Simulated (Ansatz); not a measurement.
# BaZrO3: optical spectrum from first principles, part 2 of 2

Wanted: where BaZrO3 starts to absorb, how strongly, and its refractive index.

Ansatz 0.2.0; DFT, PBE, plane-wave PAW, default files, scalar-relativistic, independent-particle optical response without local fields.

So far, electronic dielectric constant ε∞, mean over x, y and z (by symmetry where fewer were run): step 3 (spectrum) 4.99.

## Step 4: Static response with local fields

A static field by perturbation theory: the induced potential is included, and the Born charges come with it.

This step: DFT, PBE, plane-wave PAW, default files, scalar-relativistic, static field response by perturbation theory with local fields (Ansatz 0.2.0).

Input file input.yaml:

```yaml
crystal:
  lattice:
    - [4.19134, 0.0, 0.0]
    - [0.0, 4.19134, 0.0]
    - [0.0, 0.0, 4.19134]
  atoms:
    - { symbol: Ba, position: [0.0, 0.0, 0.0] }
    - { symbol: Zr, position: [0.5, 0.5, 0.5] }
    - { symbol: O, position: [0.5, 0.5, 0.0] }
    - { symbol: O, position: [0.5, 0.0, 0.5] }
    - { symbol: O, position: [0.0, 0.5, 0.5] }
kpoints:
  mp_grid: { grid: [5, 5, 5] }
scf:
  occupations: { method: fixed }
hamiltonian:
  xc: pbe
  pseudopotentials: { kind: paw }
dielectric: {}
```

Started as:

```
$ ansatz run input.yaml --threads 2 --pin off --max-ram 5120MiB --backend cpu --events-out ev --progress --plain --runs-dir out
```

Numbers of over 12 decimals in the logs are rounded to 6 here.

What it wrote:

```text
[...]
Crystal: 5 atoms, lattice volume = 73.631 Å³
Basis set: ecut = 420 eV, 1419 PW (Γ), exchange–correlation on 60×60×60 points (8 copies of the dense FFT grid, shifted against one another)
Bands: 25, of which v1, the nominal top of the filled ones, is band 20 counted from 1 (19 counted from 0)
Symmetry: 48 space group operations
k-points: 18 of 125 (irreducible under 8 space group operations, time reversal used)
[...]
SCF iter   1: F=—  HF=-11844.669951 eV  |F-HF|=—  |Δ(HF+E_count)|=         —  Δρ=8.05e-4  dr2=2.03e-4  ethr=1.77e-3  ⟨swp⟩=4.6  Hψ=1928  notcnv=0  defer=41
[...]
SCF iter   9: F=-11844.669940 eV  HF=-11844.669940 eV  |F-HF|=1.09e-11  |Δ(HF+E_count)|=  4.37e-11  Δρ=1.19e-7  dr2=1.24e-11  ethr=1.00e-12  ⟨swp⟩=9.0  Hψ=1982  notcnv=0
SCF 1 converged in 9 iterations: F = -11844.669940 eV  dr2 = 1.24e-11
[...]
DFPT response loops at Γ: preconditioner auto → none (the input reference at scf.mixing.eps_inf says where Resta's filter doesn't serve); β = 0.50; Broyden in place of MSR1
── the response to a field inside a basis, on 6×6×6 k-points: an SCF that follows is theirs, and a resumed run solves both again ──
Bands: 21, of which v1, the nominal top of the filled ones, is band 20 counted from 1 (19 counted from 0)
k-points: 10 of 216
[...]
Eigensolver: Dense (10 Hₖ)
SCF iter   1: F=—  HF=-11844.662699 eV  |F-HF|=—  |Δ(HF+E_count)|=         —  Δρ=3.02e-4  dr2=1.49e-5  ethr=1.00e-1
[...]
SCF iter   4: F=-11844.662698 eV  HF=-11844.662698 eV  |F-HF|=9.75e-10  |Δ(HF+E_count)|=   8.05e-9  Δρ=4.81e-6  dr2=1.78e-8  ethr=1.83e-9
SCF 1 converged in 4 iterations: F = -11844.662698 eV  dr2 = 1.78e-8
[...]
SCF converged after 9 iterations
Free energy (F): -11844.669940 eV
[...]
Internal energy: -11844.669940 eV  (E = F + TS)
E sigma→0 (E₀):  -11844.669940 eV
Fermi energy:    9.724838 eV
[...]
--- Band table (eV; the first three rows and the last of 18) ---
  k-point 0: bands = [... 16 lower, 8.8324, 9.6347, 9.6347, 9.6347, 13.0698, 13.0698, 13.0698, 14.5807, ... 1 higher]
  k-point 1: bands = [... 16 lower, 8.5869, 8.8128, 9.5231, 9.5231, 13.1838, 13.8901, 13.8901, 15.1542, ... 1 higher]
  k-point 2: bands = [... 16 lower, 8.1633, 8.2458, 9.4180, 9.4180, 13.3959, 15.2758, 15.2758, 16.1534, ... 1 higher]
  k-point 17: bands = [... 16 lower, 7.3593, 9.6142, 9.6142, 9.7248, 15.8525, 16.0132, 16.0132, 16.8270, ... 1 higher]
--- Dielectric response (ions clamped): 3 representative field directions + reference, inside a basis on a mesh of 216 k-points (Σ response iterations 15) ---
  ε∞ (high-frequency dielectric tensor):
        4.863376    -0.000000     0.000000
       -0.000000     4.863376    -0.000000
        0.000000    -0.000000     4.863376
  Born effective charges Z* (e; rows j = field, columns β = displacement):
    site 0:
         2.75320    0.00000   -0.00000
         0.00000    2.75320    0.00000
        -0.00000   -0.00000    2.75320
    site 1:
         6.10406    0.00000   -0.00000
         0.00000    6.10406    0.00000
        -0.00000   -0.00000    6.10406
    site 2:
        -2.01654    0.00000    0.00000
        -0.00000   -2.01654    0.00000
        -0.00000   -0.00000   -4.82418
    site 3:
        -2.01654   -0.00000    0.00000
        -0.00000   -4.82418    0.00000
         0.00000    0.00000   -2.01654
    site 4:
        -4.82418    0.00000   -0.00000
         0.00000   -2.01654    0.00000
        -0.00000   -0.00000   -2.01654
  Z* charge neutrality: 1.060e-2 e pre-enforcement
  solved inside a basis spanned on kpoints, on 6×6×6 k-points, its susceptibility summed on 10×10×10: ε∞ is read to err by 1.7e-2, Z* by 3.4e-2 e (field_mesh: kpoints solves on kpoints); Z* is corrected for what the basis lacks
```

Run time: 22 s. Hardware: 2 threads of Arm Neoverse V1, shared host; peak memory 0.49 GiB; 42 s of CPU time.

Numbers from this step:

- electronic dielectric constant ε∞, mean over x, y and z (by symmetry where fewer were run): 4.863

ε∞ with local fields:

```
4.86 0.00 0.00
0.00 4.86 0.00
0.00 0.00 4.86
```

Diagonal elements. Born, by row:

| atom | Z*xx (e) | Z*yy (e) | Z*zz (e) |
| --- | --- | --- | --- |
| Ba1 | 2.753 | 2.753 | 2.753 |
| Zr2 | 6.104 | 6.104 | 6.104 |
| O3 | -2.017 | -2.017 | -4.824 |
| O4 | -2.017 | -4.824 | -2.017 |
| O5 | -4.824 | -2.017 | -2.017 |

Mean Born charges are Ba +2.75, Zr +6.10 and O -2.95, against formal valences of +2, +4 and -2. That of Zr exceeds its valence by 53 %, the mark of charge moving along hybridised bonds as the atoms shift.

## Step 5: Summary of results

- gap on the path: 3.24 eV
- least direct gap on the path: 3.44 eV
- electronic dielectric constant ε∞, mean over x, y and z (by symmetry where fewer were run) (independent particles): 4.99
- absorption onset, first axis (α over 10⁴ cm⁻¹, or the direct gap if that lies higher): 3.49 eV
- main peak of Im epsilon, first axis: 6.29 eV
- photocurrent from vertical transitions in a film 500 nm thick on a perfect mirror (two passes), AM1.5G, no front reflection, all carriers collected: 0.445 mA/cm²
- electronic dielectric constant ε∞, mean over x, y and z (by symmetry where fewer were run) (static response with local fields): 4.86

At this level (PBE, independent particles) BaZrO3 has ε∞ = 4.99 (4.86 with local fields) and n = 2.24 at 1550 nm; absorption sets in near 3.5 eV, and Im ε peaks at 6.3 eV. The gap is indirect (3.24 eV), so absorption without phonons can begin only at the direct gap of 3.44 eV. The absorption coefficient passes 10⁴ cm⁻¹ at 3.49 eV, in the ultraviolet, so the visible is passed. Distinct maxima of Im ε, read by a parabola through the highest points, lie at 6.29 eV (9.5), 7.99 eV (8.0), 9.38 eV (7.2) and 19.00 eV (4.7). The f-sum over the summed bands holds 32.7 of the cell's 40 electrons outside the frozen cores, 16 of which lie in bands more than 12 eV below the Fermi level, whose transitions come at higher energies. Up to 25 eV the strength has a mean oscillator energy of 10.4 eV, well above the main peak, so higher transitions carry much of it. A film 1 µm thick would pass 72 % of daylight and look colourless, dimmed by reflection in transmission (x = 0.315, y = 0.331). With local fields and the functional's kernel the static response is 4.86 against 4.99 for independent particles (-2 %). In the base spectrum excitons and phonon-assisted transitions are missing, and so are local fields; PBE gaps are as a rule too small, which pulls the onset down and ε∞ up. In the base run ε includes the program's bounded estimate of what the bands above those summed add. Spin-orbit coupling is left out although heavy atoms are present.

[Logs are printed without paths, hosts, clocks, repeated set-up lines and the standing remarks that a program may print on its own settings, such as how far it seeks lower states.]

[Hosts, paths, dates, database ids (printed as entryN), source tags and the programs' standing remarks are cut or masked in the printed files.]
